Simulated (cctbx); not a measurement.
# Which space group?

Cell: a = 5.4670 Å, b = 5.4670 Å, c = 9.0320 Å, α = 90.00°, β = 90.00°, γ = 120.00°. Expected content of the cell: Os6 Tm1 Sn6.

The data are simulated with cctbx, not measured: Ag Kα, λ = 0.56087 Å, to d = 0.84 Å, 95 % of the full sphere, strongest reflection 20000 counts, noise from counting, a 6 % proportional error and a noise floor of 4 counts (s.d.); no absorption, some extinction.

A first pass over the reflections prints:

```text
1600 reflections to d = 0.844 A
centring   violations  <I/sigma> of those
    A        637 of   808     10.2
    B        643 of   804     10.2
    C        552 of   786      9.8
    I        638 of   809     10.2
    R        797 of  1072     10.1
    F        916 of  1199     10.1
Laue class    unique    Rint  (classes that these axes allow; Friedel mates merged)
P -1              836   0.033
P 1 1 2/m         454   0.040
P -3              286   0.043
P -3 1 m          174   0.045
P -3 m 1          192   0.045
P 6/m             158   0.046
P 6/m m m         119   0.046
space group    extra absences  I>4sigma  <I/sigma>
P 6 2 2                 0          0         -  acentric
P 6 m m                 0          0         -  acentric
P -6 m 2                0          0         -  acentric
P -6 2 m                0          0         -  acentric
P 6/m m m               0          0         -  centric
Wilson B = 0.19 A^2   <|E^2-1|> = 0.916 (0.968 centric, 0.736 acentric)   E^2>4: 3.4 %
shell (A)         n   <I/sigma>
 9.03 - 1.68     22     30.5
 1.68 - 1.34     14     40.7
 1.34 - 1.17     15     30.5
 1.17 - 1.06     13     39.9
 1.06 - 0.99     15     36.2
 0.99 - 0.93     11     37.2
 0.93 - 0.88     13     27.6
 0.88 - 0.84     16     46.3
```

**Question.** What are the lattice type, the Laue class and the likely space group?

Every centring test has many violations, so the lattice is primitive.

Rint stays low (0.033 to 0.046) up to P 6/m m m, the highest class in these axes.

5 settings pass the absence test. No glide or screw absences show, which leaves P 6 2 2, P 6 m m, P -6 m 2, P -6 2 m and P 6/m m m.

⟨|E²−1|⟩ = 0.916 leans to a centrosymmetric structure. The Wilson B of 0.19 Å² means U ≈ 0.0024 Å².

The true group is P6/mmm (no. 191), Laue class 6/mmm, centrosymmetric. The tables only narrow the choice to the tied entries; cell content, site symmetry and trial solutions must settle it.

The model is made up (kin elements in a known structure type, no relaxation), so it says nothing on whether the phase exists.

[Logs are printed without paths, hosts, clocks, repeated set-up lines and the standing remarks that a program may print on its own settings, such as how far it seeks lower states.]
